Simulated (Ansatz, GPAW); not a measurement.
# A 7-layer slab of Y(0001): work function by functional and basis, part 2 of 3

Wanted: work functions and dipole of a 7-layer slab of Y(0001), with the cost of each level.

GPAW 26.7.0 and Ansatz 0.2.0; Ansatz plane waves; slab in vacuum with a dipole correction, relaxation (the session's first sound run).

So far, upper work function (eV): step 2 (relaxing the atoms) 3.35.

### 3. The slab's potential

The work function is the vacuum plateau of the electrostatic potential less the Fermi level; a dipole layer lets the two faces have plateaus of their own.

This step: GPAW, PAW setups; slab in vacuum (GPAW 26.7.0).

File run.py:

```python
import json
import numpy as np
from ase import Atoms
from gpaw import GPAW, PW

slab = Atoms(
    ['Y', 'Y', 'Y', 'Y', 'Y', 'Y', 'Y'],
    positions=[
        [0.00000, 0.00000, 9.00000],
        [3.65000, 2.10733, 11.86707],
        [0.00000, 0.00000, 14.73415],
        [3.65000, 2.10733, 17.58690],
        [0.00000, 0.00000, 20.43856],
        [3.65000, 2.10733, 23.31608],
        [0.00000, 0.00000, 26.09164]],
    cell=[[3.65, 0.0, 0.0], [1.825, 3.16099, 0.0], [0.0, 0.0, 35.20245]],
    pbc=[True, True, False])

slab.calc = GPAW(mode=PW(400), xc='PBE', kpts={'size': (10, 10, 1), 'gamma': True},
                 occupations={'name': 'fermi-dirac', 'width': 0.1}, nbands='160%',
                 convergence={'density': 1e-05}, maxiter=200,
                 poissonsolver={'dipolelayer': 'xy'},
                 symmetry={'tolerance': 1e-3}, txt='slab.txt')
result = {}
energy = slab.get_potential_energy()
fermi = slab.calc.get_fermi_level()
v = slab.calc.get_electrostatic_potential().mean((0, 1)) - fermi
n = slab.calc.get_pseudo_density().mean((0, 1))
L = slab.cell[2, 2]
z = np.arange(len(v)) * L / len(v)
low, high = slab.positions[:, 2].min(), slab.positions[:, 2].max()
below, above = np.interp([low - 6.8, high + 6.8], z, v)
slopes = [np.interp(x, z, np.gradient(v, z)) for x in (low - 6.8, high + 6.8)]
eps = np.array([[slab.calc.get_eigenvalues(k, s) for k in range(len(slab.calc.get_ibz_k_points()))]
                for s in range(slab.calc.get_number_of_spins())]) - fermi
top, bottom = eps[eps < 0].max(), eps[eps > 0].min()
dipole = slab.get_dipole_moment()[2]
print(f'energy {energy:.4f} eV, Fermi level {fermi:.4f} eV, dipole {dipole:.5f} e A')
print(f'potential 6.8 A off the faces, from the Fermi level: lower {below:.4f} eV, upper {above:.4f} eV')
print(f'slope of the potential there: lower {slopes[0]:.5f}, upper {slopes[1]:.5f} eV/A')
print(f'nearest levels on the mesh: {top:.4f} and {bottom:.4f} eV')
print('magnetic moment', round(slab.get_magnetic_moment(), 3))
result.update(energy=energy, fermi=fermi, dipole=dipole, below=below, above=above, slopes=slopes, edges=[top, bottom],
              z=z.tolist(), v=v.tolist(), n=n.tolist(), positions=slab.positions.tolist(),
              forces=slab.get_forces(apply_constraint=False).tolist(), moments=slab.get_magnetic_moments().tolist())
json.dump(result, open('result.json', 'w'))
```

The run is started by

```console
$ OMP_NUM_THREADS=1 OPENBLAS_NUM_THREADS=1 python run.py
```

Output:

```text
energy -31.3357 eV, Fermi level 2.2902 eV, dipole 0.00107 e A
potential 6.8 A off the faces, from the Fermi level: lower 3.3739 eV, upper 3.3576 eV
slope of the potential there: lower -0.00013, upper 0.00013 eV/A
nearest levels on the mesh: -0.0163 and 0.0025 eV
magnetic moment 0.0
```

It took 12 min on 1 thread of Intel Xeon Platinum 8259CL at 2.50GHz (Skylake/Cascade Lake), shared host; peak memory 0.36 GiB.

Numbers from this step:

```yaml
dipole_along_the_normal: 0.001065 e·Å
levels_nearest_the_fermi_level_on_the_mesh: -0.01631, 0.002456 eV from the Fermi level
upper_work_function: 3.358 eV
lower_work_function: 3.374 eV
```

The electrostatic potential energy of an electron (without an applied field's), less the Fermi level, planar mean oscillates, so the rows of the table below give means over windows of 2.83 Å about each position, cut where the curve ends. Its maxima inside the range that stand out by 2 % of the span (Å: eV): 10.5: 0.922, 13.3: 0.762, 16.2: 0.689, 19.1: 0.721, 21.8: 0.714, 24.7: 0.609. Its minima: 9.0: -17.7, 11.8: -17.2, 14.8: -17.3, 17.6: -17.3, 20.4: -17.4, 23.4: -17.1, 26.1: -17.7.

The electrostatic potential energy of an electron (without an applied field's), less the Fermi level, planar mean by z; means over each step:

z (Å), electrostatic potential energy of an electron (without an applied field's), less the Fermi level, planar mean (eV) and a bar from the least value:
```
     1.42        3.4 ##############################
     4.25        3.4 ##############################
     7.08        0.9 #######################
     9.91       -6.4 
    12.73       -6.4 
    15.57       -6.4 
    18.39       -6.4 
    21.23       -6.4 
    24.05       -6.5 
    26.88       -5.8 ##
    29.71        3.3 ##############################
    32.55        3.4 ##############################
```

The pseudo valence density, planar mean oscillates, so the rows of the table below give means over windows of 2.93 Å about each position, cut where the curve ends. Its maxima inside the range that stand out by 2 % of the span (Å: e/Å³): 9.0: 0.795, 11.9: 0.779, 14.7: 0.782, 17.6: 0.795, 20.5: 0.768, 23.3: 0.787, 26.2: 0.770. Its minima: 10.5: 0.102, 13.2: 0.101, 16.1: 0.101, 19.1: 0.102, 21.8: 0.0994, 24.7: 0.110.

The pseudo valence density, planar mean by z; means over each step:

| z (Å) | pseudo valence density, planar mean (e/Å³) |
| --- | --- |
| 1.47 | 9.2e-7 |
| 4.40 | 3.5e-4 |
| 7.33 | 0.109 |
| 10.26 | 0.342 |
| 13.19 | 0.341 |
| 16.12 | 0.345 |
| 19.05 | 0.346 |
| 21.98 | 0.338 |
| 24.91 | 0.362 |
| 27.84 | 0.0940 |
| 30.77 | 3.1e-4 |
| 33.70 | 8.9e-7 |

Force by atom:

| atom | x (eV/Å) | y (eV/Å) | z (eV/Å) | size |
| --- | --- | --- | --- | --- |
| Y1 | 0.000 | 0.000 | 0.176 | 0.176 |
| Y2 | 0.000 | 0.000 | -0.178 | 0.178 |
| Y3 | 0.000 | 0.000 | 0.012 | 0.012 |
| Y4 | 0.000 | 0.000 | -0.002 | 0.002 |
| Y5 | 0.000 | 0.000 | 0.000 | 0.000 |
| Y6 | 0.000 | 0.000 | -0.004 | 0.004 |
| Y7 | 0.000 | 0.000 | -0.005 | 0.005 |

The potential is flat to 1.3e-4 eV/Å where it is read, so the vacuum is wide enough. The geometry is the other program's minimum; here the largest force on a free atom is 0.0052 eV/Å.

### 4. Self-consistent run: xc = "LDA"

The same geometry under LDA, to see how far the functional moves the levels against the vacuum.

Changes to run.py since step 3:

```diff
@@ -18,3 +18,3 @@
 
-slab.calc = GPAW(mode=PW(400), xc='PBE', kpts={'size': (10, 10, 1), 'gamma': True},
+slab.calc = GPAW(mode=PW(400), xc='LDA', kpts={'size': (10, 10, 1), 'gamma': True},
                  occupations={'name': 'fermi-dirac', 'width': 0.1}, nbands='160%',
```

Output:

```text
energy -34.6217 eV, Fermi level 2.0821 eV, dipole 0.00085 e A
potential 6.8 A off the faces, from the Fermi level: lower 3.5325 eV, upper 3.5195 eV
slope of the potential there: lower -0.00010, upper 0.00010 eV/A
nearest levels on the mesh: -0.0024 and 0.0181 eV
magnetic moment 0.0
```

Wall time 15 min (1 thread); peak memory 0.36 GiB.

Numbers from this step:

- dipole along the normal: 8.52e-4 e·Å
- levels nearest the Fermi level on the mesh: -0.002412, 0.01807 eV from the Fermi level
- upper work function: 3.520 eV
- lower work function: 3.533 eV

The electrostatic potential energy of an electron (without an applied field's), less the Fermi level, planar mean oscillates, so the rows of the table below give means over windows of 2.83 Å about each position, cut where the curve ends. Its maxima inside the range that stand out by 2 % of the span (Å: eV): 10.5: 1.15, 13.3: 0.993, 16.2: 0.925, 19.1: 0.956, 21.8: 0.947, 24.7: 0.848. Its minima: 9.0: -17.5, 11.8: -17.0, 14.8: -17.1, 17.6: -17.1, 20.4: -17.2, 23.4: -16.9, 26.1: -17.4.

Electrostatic potential energy of an electron (without an applied field's), less the Fermi level, planar mean against z; means over each step:

z (Å), electrostatic potential energy of an electron (without an applied field's), less the Fermi level, planar mean (eV) and a bar from the least value:
```
     1.42        3.5 ##############################
     4.25        3.5 ##############################
     7.08        1.1 #######################
     9.91       -6.2 
    12.73       -6.1 
    15.57       -6.1 
    18.39       -6.2 
    21.23       -6.1 
    24.05       -6.3 
    26.88       -5.6 ##
    29.71        3.4 ##############################
    32.55        3.5 ##############################
```

The pseudo valence density, planar mean oscillates, so the rows of the table below give means over windows of 2.93 Å about each position, cut where the curve ends. Its maxima inside the range that stand out by 2 % of the span (Å: e/Å³): 9.0: 0.795, 11.9: 0.779, 14.7: 0.782, 17.6: 0.795, 20.5: 0.768, 23.3: 0.787, 26.2: 0.769. Its minima: 10.5: 0.102, 13.2: 0.100, 16.1: 0.101, 19.1: 0.101, 21.8: 0.0988, 24.7: 0.109.

The pseudo valence density, planar mean by z; means over each step:

| z (Å) | pseudo valence density, planar mean (e/Å³) |
| --- | --- |
| 1.47 | 0 |
| 4.40 | 3.4e-4 |
| 7.33 | 0.109 |
| 10.26 | 0.342 |
| 13.19 | 0.341 |
| 16.12 | 0.345 |
| 19.05 | 0.346 |
| 21.98 | 0.338 |
| 24.91 | 0.362 |
| 27.84 | 0.0941 |
| 30.77 | 3.0e-4 |
| 33.70 | 0 |

Force by atom:

| atom | x (eV/Å) | y (eV/Å) | z (eV/Å) | size |
| --- | --- | --- | --- | --- |
| Y1 | 0.000 | 0.000 | 0.457 | 0.457 |
| Y2 | 0.000 | 0.000 | -0.196 | 0.196 |
| Y3 | 0.000 | 0.000 | 0.019 | 0.019 |
| Y4 | 0.000 | 0.000 | 0.000 | 0.000 |
| Y5 | 0.000 | 0.000 | -0.013 | 0.013 |
| Y6 | 0.000 | 0.000 | 0.042 | 0.042 |
| Y7 | 0.000 | 0.000 | -0.308 | 0.308 |

The upper face's work function is 3.520 eV, against 3.358 eV in the first plane-wave PBE run at this geometry.

### 5. OptPBE vdW: xc = "optPBE-vdW"

The same geometry under optPBE-vdW, to see how far the functional moves the levels against the vacuum (the van der Waals functionals take revPBE setups).

Changes to run.py since step 4:

```diff
@@ -18,3 +18,3 @@
 
-slab.calc = GPAW(mode=PW(400), xc='LDA', kpts={'size': (10, 10, 1), 'gamma': True},
+slab.calc = GPAW(mode=PW(400), xc='optPBE-vdW', kpts={'size': (10, 10, 1), 'gamma': True},
                  occupations={'name': 'fermi-dirac', 'width': 0.1}, nbands='160%',
```

Output:

```text
energy -122.4659 eV, Fermi level 2.2071 eV, dipole 0.00082 e A
potential 6.8 A off the faces, from the Fermi level: lower 3.5518 eV, upper 3.5393 eV
slope of the potential there: lower -0.00026, upper 0.00027 eV/A
nearest levels on the mesh: -0.0126 and 0.0039 eV
magnetic moment 0.0
```

It took 13 min on 1 thread; peak memory 0.63 GiB.

Numbers from this step:

```yaml
dipole_along_the_normal: 8.17e-4 e·Å
levels_nearest_the_fermi_level_on_the_mesh: -0.01259, 0.003869 eV from the Fermi level
upper_work_function: 3.539 eV
lower_work_function: 3.552 eV
```

The upper face's work function is 3.539 eV, against 3.358 eV in the first plane-wave PBE run at this geometry.

### 6. Self-consistent run: xc = "revPBE"

The same geometry under revPBE, to see how far the functional moves the levels against the vacuum.

Changes to run.py since step 5:

```diff
@@ -18,3 +18,3 @@
 
-slab.calc = GPAW(mode=PW(400), xc='optPBE-vdW', kpts={'size': (10, 10, 1), 'gamma': True},
+slab.calc = GPAW(mode=PW(400), xc='revPBE', kpts={'size': (10, 10, 1), 'gamma': True},
                  occupations={'name': 'fermi-dirac', 'width': 0.1}, nbands='160%',
```

Output:

```text
energy -29.6399 eV, Fermi level 2.3692 eV, dipole 0.00113 e A
potential 6.8 A off the faces, from the Fermi level: lower 3.2805 eV, upper 3.2632 eV
slope of the potential there: lower -0.00014, upper 0.00014 eV/A
nearest levels on the mesh: -0.0136 and 0.0063 eV
magnetic moment 0.0
```

It took 10 min on 1 thread; peak memory 0.35 GiB.

Numbers from this step:

```yaml
dipole_along_the_normal: 0.001127 e·Å
levels_nearest_the_fermi_level_on_the_mesh: -0.01361, 0.006284 eV from the Fermi level
upper_work_function: 3.263 eV
lower_work_function: 3.281 eV
```

The electrostatic potential energy of an electron (without an applied field's), less the Fermi level, planar mean oscillates, so the rows of the table below give means over windows of 2.83 Å about each position, cut where the curve ends. Its maxima inside the range that stand out by 2 % of the span (Å: eV): 10.5: 0.854, 13.3: 0.695, 16.2: 0.622, 19.1: 0.653, 21.8: 0.647, 24.7: 0.541. Its minima: 9.0: -17.8, 11.8: -17.3, 14.8: -17.4, 17.6: -17.4, 20.4: -17.5, 23.4: -17.2, 26.1: -17.7.

Table of electrostatic potential energy of an electron (without an applied field's), less the Fermi level, planar mean by z; means over each step:

| z (Å) | electrostatic potential energy of an electron (without an applied field's), less the Fermi level, planar mean (eV) |
| --- | --- |
| 1.42 | 3.28 |
| 4.25 | 3.27 |
| 7.08 | 0.826 |
| 9.91 | -6.47 |
| 12.73 | -6.44 |
| 15.57 | -6.45 |
| 18.39 | -6.48 |
| 21.23 | -6.45 |
| 24.05 | -6.59 |
| 26.88 | -5.85 |
| 29.71 | 3.16 |
| 32.55 | 3.26 |

The upper face's work function is 3.263 eV, against 3.358 eV in the first plane-wave PBE run at this geometry.

### 7. Self-consistent run: xc = "RPBE"

The same geometry under RPBE, to see how far the functional moves the levels against the vacuum.

Changes to run.py since step 6:

```diff
@@ -18,3 +18,3 @@
 
-slab.calc = GPAW(mode=PW(400), xc='revPBE', kpts={'size': (10, 10, 1), 'gamma': True},
+slab.calc = GPAW(mode=PW(400), xc='RPBE', kpts={'size': (10, 10, 1), 'gamma': True},
                  occupations={'name': 'fermi-dirac', 'width': 0.1}, nbands='160%',
```

Output:

```text
energy -29.3127 eV, Fermi level 2.3873 eV, dipole 0.00116 e A
potential 6.8 A off the faces, from the Fermi level: lower 3.2746 eV, upper 3.2568 eV
slope of the potential there: lower -0.00015, upper 0.00015 eV/A
nearest levels on the mesh: -0.0124 and 0.0076 eV
magnetic moment 0.0
```

It took 14 min on 1 thread; peak memory 0.36 GiB.

This step gave:

* dipole along the normal: 0.001158 e·Å
* levels nearest the Fermi level on the mesh: -0.01235, 0.007644 eV from the Fermi level
* upper work function: 3.257 eV
* lower work function: 3.275 eV

The electrostatic potential energy of an electron (without an applied field's), less the Fermi level, planar mean oscillates, so the rows of the table below give means over windows of 2.83 Å about each position, cut where the curve ends. Its maxima inside the range that stand out by 2 % of the span (Å: eV): 10.5: 0.830, 13.3: 0.670, 16.2: 0.597, 19.1: 0.628, 21.8: 0.622, 24.7: 0.517. Its minima: 9.0: -17.8, 11.8: -17.3, 14.8: -17.4, 17.6: -17.4, 20.4: -17.5, 23.4: -17.2, 26.1: -17.7.

Table of electrostatic potential energy of an electron (without an applied field's), less the Fermi level, planar mean by z; means over each step:

z (Å), electrostatic potential energy of an electron (without an applied field's), less the Fermi level, planar mean (eV) and a bar from the least value:
```
     1.42        3.3 ##############################
     4.25        3.3 ##############################
     7.08        0.8 #######################
     9.91       -6.5 
    12.73       -6.5 
    15.57       -6.5 
    18.39       -6.5 
    21.23       -6.5 
    24.05       -6.6 
    26.88       -5.9 ##
    29.71        3.2 ##############################
    32.55        3.3 ##############################
```

The upper face's work function is 3.257 eV, against 3.358 eV in the first plane-wave PBE run at this geometry.

### 8. Self-consistent run: xc = "vdW-DF2"

The same geometry under vdW-DF2, to see how far the functional moves the levels against the vacuum (the van der Waals functionals take revPBE setups).

Changes to run.py since step 7:

```diff
@@ -18,3 +18,3 @@
 
-slab.calc = GPAW(mode=PW(400), xc='RPBE', kpts={'size': (10, 10, 1), 'gamma': True},
+slab.calc = GPAW(mode=PW(400), xc='vdW-DF2', kpts={'size': (10, 10, 1), 'gamma': True},
                  occupations={'name': 'fermi-dirac', 'width': 0.1}, nbands='160%',
```

Output:

```text
energy -566.3545 eV, Fermi level 2.2032 eV, dipole 0.00070 e A
potential 6.8 A off the faces, from the Fermi level: lower 3.6545 eV, upper 3.6438 eV
slope of the potential there: lower -0.00022, upper 0.00022 eV/A
nearest levels on the mesh: -0.0096 and 0.0005 eV
magnetic moment 0.0
```

Run time: 14 min. Hardware: 1 thread; peak memory 0.63 GiB.

Numbers from this step:

```yaml
dipole_along_the_normal: 6.99e-4 e·Å
levels_nearest_the_fermi_level_on_the_mesh: -0.009552, 5.01e-4 eV from the Fermi level
upper_work_function: 3.644 eV
lower_work_function: 3.655 eV
```

The electrostatic potential energy of an electron (without an applied field's), less the Fermi level, planar mean oscillates, so the rows of the table below give means over windows of 2.83 Å about each position, cut where the curve ends. Its maxima inside the range that stand out by 2 % of the span (Å: eV): 10.5: 0.807, 13.3: 0.657, 16.2: 0.586, 19.1: 0.617, 21.8: 0.614, 24.7: 0.485. Its minima: 9.0: -17.7, 11.8: -17.3, 14.8: -17.3, 17.6: -17.4, 20.4: -17.4, 23.4: -17.1, 26.1: -17.7.

Electrostatic potential energy of an electron (without an applied field's), less the Fermi level, planar mean against z; means over each step:

| z (Å) | electrostatic potential energy of an electron (without an applied field's), less the Fermi level, planar mean (eV) |
| --- | --- |
| 1.42 | 3.65 |
| 4.25 | 3.64 |
| 7.08 | 1.06 |
| 9.91 | -6.46 |
| 12.73 | -6.43 |
| 15.57 | -6.44 |
| 18.39 | -6.47 |
| 21.23 | -6.44 |
| 24.05 | -6.59 |
| 26.88 | -5.72 |
| 29.71 | 3.51 |
| 32.55 | 3.64 |

The upper face's work function is 3.644 eV, against 3.358 eV in the first plane-wave PBE run at this geometry.

### 9. Real-space grid: mode = "fd"

A real-space grid is a second complete basis, so it checks the plane-wave result.

Changes to run.py since step 8:

```diff
@@ -3,3 +3,3 @@
 from ase import Atoms
-from gpaw import GPAW, PW
+from gpaw import GPAW
 
@@ -18,3 +18,3 @@
 
-slab.calc = GPAW(mode=PW(400), xc='vdW-DF2', kpts={'size': (10, 10, 1), 'gamma': True},
+slab.calc = GPAW(mode='fd', h=0.18, xc='PBE', kpts={'size': (10, 10, 1), 'gamma': True},
                  occupations={'name': 'fermi-dirac', 'width': 0.1}, nbands='160%',
```

Output:

```text
energy -31.5138 eV, Fermi level -3.3650 eV, dipole 0.00103 e A
potential 6.8 A off the faces, from the Fermi level: lower 3.3730 eV, upper 3.3569 eV
slope of the potential there: lower -0.00010, upper 0.00010 eV/A
nearest levels on the mesh: -0.0165 and 0.0024 eV
magnetic moment 0.0
```

Run time: 40 min. Hardware: 1 thread; peak memory 1.3 GiB.

Numbers from this step:

- dipole along the normal: 0.001033 e·Å
- levels nearest the Fermi level on the mesh: -0.01652, 0.002420 eV from the Fermi level
- upper work function: 3.357 eV
- lower work function: 3.373 eV

The electrostatic potential energy of an electron (without an applied field's), less the Fermi level, planar mean oscillates, so the rows of the table below give means over windows of 2.87 Å about each position, cut where the curve ends. Its maxima inside the range that stand out by 2 % of the span (Å: eV): 10.4: 0.934, 13.3: 0.761, 16.2: 0.747, 19.0: 0.743, 21.8: 0.753, 24.7: 0.615. Its minima: 9.1: -17.4, 11.9: -17.3, 14.8: -17.0, 17.6: -17.3, 20.5: -17.3, 23.3: -17.2, 26.0: -17.5.

The electrostatic potential energy of an electron (without an applied field's), less the Fermi level, planar mean by z; means over each step:

| z (Å) | electrostatic potential energy of an electron (without an applied field's), less the Fermi level, planar mean (eV) |
| --- | --- |
| 1.44 | 3.37 |
| 4.30 | 3.36 |
| 7.17 | 0.330 |
| 10.04 | -6.38 |
| 12.91 | -6.37 |
| 15.78 | -6.44 |
| 18.65 | -6.45 |
| 21.52 | -6.33 |
| 24.39 | -6.78 |
| 27.26 | -3.97 |
| 30.13 | 3.31 |
| 33.00 | 3.36 |

The upper face's work function is 3.357 eV, against 3.358 eV in the first plane-wave PBE run at this geometry.

(Part 2 of 3 ends here.)

[Logs are printed without paths, hosts, clocks, repeated set-up lines and the standing remarks that a program may print on its own settings, such as how far it seeks lower states.]

[Hosts, paths, dates, database ids (printed as entryN), source tags and the programs' standing remarks are cut or masked in the printed files.]
